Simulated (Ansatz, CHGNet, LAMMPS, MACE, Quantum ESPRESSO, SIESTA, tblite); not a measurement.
# SIESTA runs on Zn2+ BF4- in dimethoxyethane and tetrahydrofuran at 480 K (85 atoms), part 2 of 2

Aim: run Zn2+ BF4- in dimethoxyethane and tetrahydrofuran at 480 K (85 atoms) in SIESTA and see how near its forces come to a plane-wave reference, and at what cost.

Program: SIESTA 5.4.2; the method stands at each step. Banners, paths, timers and routine set-up lines are dropped from the logs unmarked, and long logs keep their key lines alone; longer cuts are marked. The potentials were converted by us to PSML.

So far. Step 3 (PBE, SZ, shift 0.01 Ry, mesh 500 Ry): Against the first run (30 %), the force difference from the reference is 183 %, at 0.34 times the CPU time (on 1 against 2 cores), with 208 basis functions against 743: the smaller basis costs accuracy. Step 4 (PBE, DZ, shift 0.01 Ry, mesh 500 Ry): Against the first run (30 %), the force difference from the reference is 42 %, at 0.42 times the CPU time (on 1 against 2 cores), with 412 basis functions against 743: the smaller basis costs accuracy.

## Step 5: PBE, SZP, shift 0.01 Ry, mesh 500 Ry

Method: Kohn-Sham DFT, PBE, PseudoDojo 0.4.1 norm-conserving pseudopotentials (converted to PSML), numerical atomic orbitals (SZP), diagonalisation.

Input file input.fdf:

```
SystemLabel cell
NumberOfAtoms 85
NumberOfSpecies 6
%block ChemicalSpeciesLabel
  1 6 C
  2 8 O
  3 1 H
  4 5 B
  5 9 F
  6 30 Zn
%endblock ChemicalSpeciesLabel
LatticeConstant 1.0 Ang
%block LatticeVectors
  10.02554 0.00000 0.00000
  0.00000 10.02554 0.00000
  0.00000 0.00000 10.02554
%endblock LatticeVectors
PAO.BasisSize SZP
PAO.EnergyShift 0.01 Ry
XC.Functional GGA
XC.Authors PBE
MeshCutoff 500 Ry
%block kgrid_Monkhorst_Pack
  1 0 0 0.0
  0 1 0 0.0
  0 0 1 0.0
%endblock kgrid_Monkhorst_Pack
SolutionMethod diagon
OccupationFunction FD
ElectronicTemperature 580 K
SCF.Mixer.Method Pulay
SCF.Mixer.Weight 0.15
SCF.Mixer.History 8
SCF.Mix Hamiltonian
MaxSCFIterations 300
SCF.DM.Tolerance 1e-04
SCF.H.Tolerance 1.0e-3 eV
WriteForces T
Write.HirshfeldPop T
Write.VoronoiPop T
Write.DM F
Write.H F
XML.Write F
AtomicCoordinatesFormat Fractional
%block AtomicCoordinatesAndAtomicSpecies
[... 85 atom lines left out: the same atoms as in the first run ...]
%endblock AtomicCoordinatesAndAtomicSpecies
```

The run is started by

```bash
$ OMP_NUM_THREADS=1 mpirun -np 2 siesta < input.fdf > output.txt
```

Log:

```text
Version         : 5.4.2
reinit: System Name:
reinit: System Label: cell
initatom: Reading input for the pseudopotentials and atomic orbitals ----------
Species number:   1 Atomic number:    6 Label: C
Species number:   2 Atomic number:    8 Label: O
Species number:   3 Atomic number:    1 Label: H
Species number:   4 Atomic number:    5 Label: B
Species number:   5 Atomic number:    9 Label: F
Species number:   6 Atomic number:   30 Label: Zn
Ground state valence configuration (from tables):   2s02  2p02  3d00  4f00
Ground state valence configuration (from tables):   2s02  2p04  3d00  4f00
Ground state valence configuration (from tables):   1s01  2p00  3d00  4f00
Ground state valence configuration (from tables):   2s02  2p01  3d00  4f00
[... lines left out ...]
        iscf     Eharris(eV)        E_KS(eV)     FreeEng(eV)     dDmax    Ef(eV) dHmax(eV)
[... lines left out ...]
SCF Convergence by DM+H criterion
[... lines left out ...]
SCF cycle converged after 11 iterations
[... lines left out ...]
   Max    5.249379
[... lines left out ...]
   Max    5.249379    constrained
Stress tensor Voigt[x,y,z,yz,xz,xy] (kbar):      -79.68      -86.14     -108.98       11.06       -6.55       -6.40
[... lines left out ...]
siesta: FreeEng =    -18764.655231
[... lines left out ...]
siesta:         Fermi =      -4.410510
siesta: Stress tensor (static) (eV/Ang**3):
siesta:    -0.049730   -0.003994   -0.004087
siesta:    -0.003993   -0.053767    0.006906
siesta:    -0.004087    0.006906   -0.068021
siesta: Cell volume =       1007.681585 Ang**3
siesta: Pressure (static):
siesta:                Solid            Molecule  Units
siesta:           0.00062269          0.00061726  Ry/Bohr**3
siesta:           0.05717265          0.05667385  eV/Ang**3
siesta:          91.60067770         90.80151348  kBar
    Orbital volume contribution        =          20.150721 eV
    (Free)E + p_basis*V_orbitals       =      -18744.504509 eV
    (Free)Eharris+ p_basis*V_orbitals  =      -18744.504510 eV
Hirshfeld Atomic Populations:
Atom #   charge [q] valence [e]  Species
     1    -0.053664    4.053664  C
     2    -0.109050    6.109050  O
     3    -0.009939    4.009939  C
     4    -0.003205    4.003205  C
     5    -0.102076    6.102076  O
[...]
7     0.021906    0.978094  H
     8     0.027823    0.972177  H
     9     0.025701    0.974299  H
[...]
18    -0.104282    6.104282  O
[...]
75     0.142173    2.857827  B
    76    -0.159063    7.159063  F
    77    -0.171113    7.171113  F
    78    -0.171745    7.171745  F
[...]
80     0.137042    2.862958  B
[...]
85     0.882452   19.117548  Zn
--------------------
 Total     0.000004
Voronoi Atomic Populations:
Atom #   charge [q] valence [e]  Species
[...]
52    -0.158595    6.158595  O
[...]
64     0.112799    3.887201  C
    65    -0.134628    6.134628  O
    66     0.109125    3.890875  C
[...]
73    -0.004992    1.004992  H
    74    -0.010297    1.010297  H
    75     0.296207    2.703793  B
[...]
80     0.302463    2.697537  B
[...]
83    -0.297881    7.297881  F
    84    -0.199038    7.199038  F
    85     0.946462   19.053538  Zn
--------------------
 Total     0.000004
```

The job ended after 66 s (2 MPI ranks of Arm Neoverse V2, shared host; peak memory 1.5 GiB).

Numbers from this run, and their distance from the reference:

- r.m.s. force component: 1.684 eV/Å
- r.m.s. difference of force components: 1120 meV/Å
- longest difference of force vectors: 3328 meV/Å
- force difference over r.m.s. force: 99.04 %
- slope of forces against the reference's: 1.118
- correlation of force components: 0.7508
- gap (highest filled to lowest empty level): 4.408 eV
- gap difference: 0.3511 eV
- pressure: 9.16 GPa
- pressure difference: 6.391 GPa

This is a coarse setting, run to see what it loses.

Against the first run (30 %), the force difference from the reference is 99 %, at 0.78 times the CPU time, with 539 basis functions against 743: the smaller basis costs accuracy.

## Step 6: All runs compared

Differences are against the plane-wave reference, forces as r.m.s. over components; share is that over the reference's r.m.s. force, slope the least-squares factor from reference forces to these. Total energies of different programs have different zeros and aren't compared.

```
                                                 run  Δ force, r.m.s. (meV/Å)  share (%)  slope  Δ pressure (GPa)  Δ gap (eV)  cores  CPU time  memory (GiB)
                                           reference                        -          -      -                 -           -      4      25 s           1.1
         SIESTA PBE, DZP, shift 0.01 Ry, mesh 500 Ry                      342       30.3  1.081              1.52       0.501      2   2.8 min           1.6
 SIESTA PBE, SZ, shift 0.01 Ry, mesh 500 Ry (coarse)                     2064        183  1.208              16.9      -0.790      1      57 s           0.7
 SIESTA PBE, DZ, shift 0.01 Ry, mesh 500 Ry (coarse)                      476       42.1  1.082              2.92       0.816      1      71 s          0.79
SIESTA PBE, SZP, shift 0.01 Ry, mesh 500 Ry (coarse)                     1120       99.0  1.118              6.39       0.351      2   2.2 min           1.5
```

Rows marked coarse were listed beforehand as settings not expected to be converged; some can still land near the reference.

CPU time is summed over cores on a shared host, where runs went side by side, so it is rough. Symmetry, cutoffs, thresholds, outputs and thread counts weren't matched or tuned between programs; memory under MPI is the largest rank's times the ranks.

## Step 7: Outcome

| Quantity | Value |
| --- | --- |
| nearest in forces | SIESTA PBE, DZP, shift 0.01 Ry, mesh 500 Ry, 30 % |
| its CPU time | 2.8 min |

In words: The PBE run in local orbitals, coarse settings apart, differs by 30 % (SIESTA PBE, DZP, shift 0.01 Ry, mesh 500 Ry); basis, grid and potentials can all enter. Runs with settings chosen to be coarse differ by 42 % (SIESTA PBE, DZ, shift 0.01 Ry, mesh 500 Ry) to 183 % (SIESTA PBE, SZ, shift 0.01 Ry, mesh 500 Ry), their programs' other errors included. None of the electronic-structure runs in the table takes under half the reference's CPU time of 25 s; they take 2.3 to 6.8 times as much. At the same functional, gaps differ from the reference's 4.06 eV by between -0.79 and +0.82 eV. A likely cause of the wide gaps: compact atomic orbitals describe empty levels worse than filled ones. In pressure, SIESTA PBE, SZ, shift 0.01 Ry, mesh 500 Ry misses by +16.9 GPa, at the same functional. With short bonds to hydrogen, sets of potentials differ among themselves by several per cent in forces even at converged cutoffs, so the reference isn't exact here either. The potentials hold different valence shells: 248 electrons in the reference, 256 in SIESTA; this bears on time and differences. The network of contacts between molecules at the start is that of the classical potential that made the cell, and needn't be the one that DFT or experiment would give. The reference's stress is far from hydrostatic: its diagonal is 1.4, 2.5, 4.4 GPa, compression counted positive. The reference's PBE has no dispersion term, which matters for the binding between molecules or layers. The density was typed from a rule of thumb and may lie off the real one at this temperature. The electronic-structure runs sample only Γ, in a cell whose shortest periodic width is 10 Å.

[Also dropped from logs without a mark: logging warnings of Python, and SIESTA's first energy breakdown and zero terms.]

[Logs are printed without paths, hosts, clocks, repeated set-up lines and the standing remarks that a program may print on its own settings, such as how far it seeks lower states.]

[Hosts, paths, dates, database ids (printed as entryN), source tags and the programs' standing remarks are cut or masked in the printed files.]
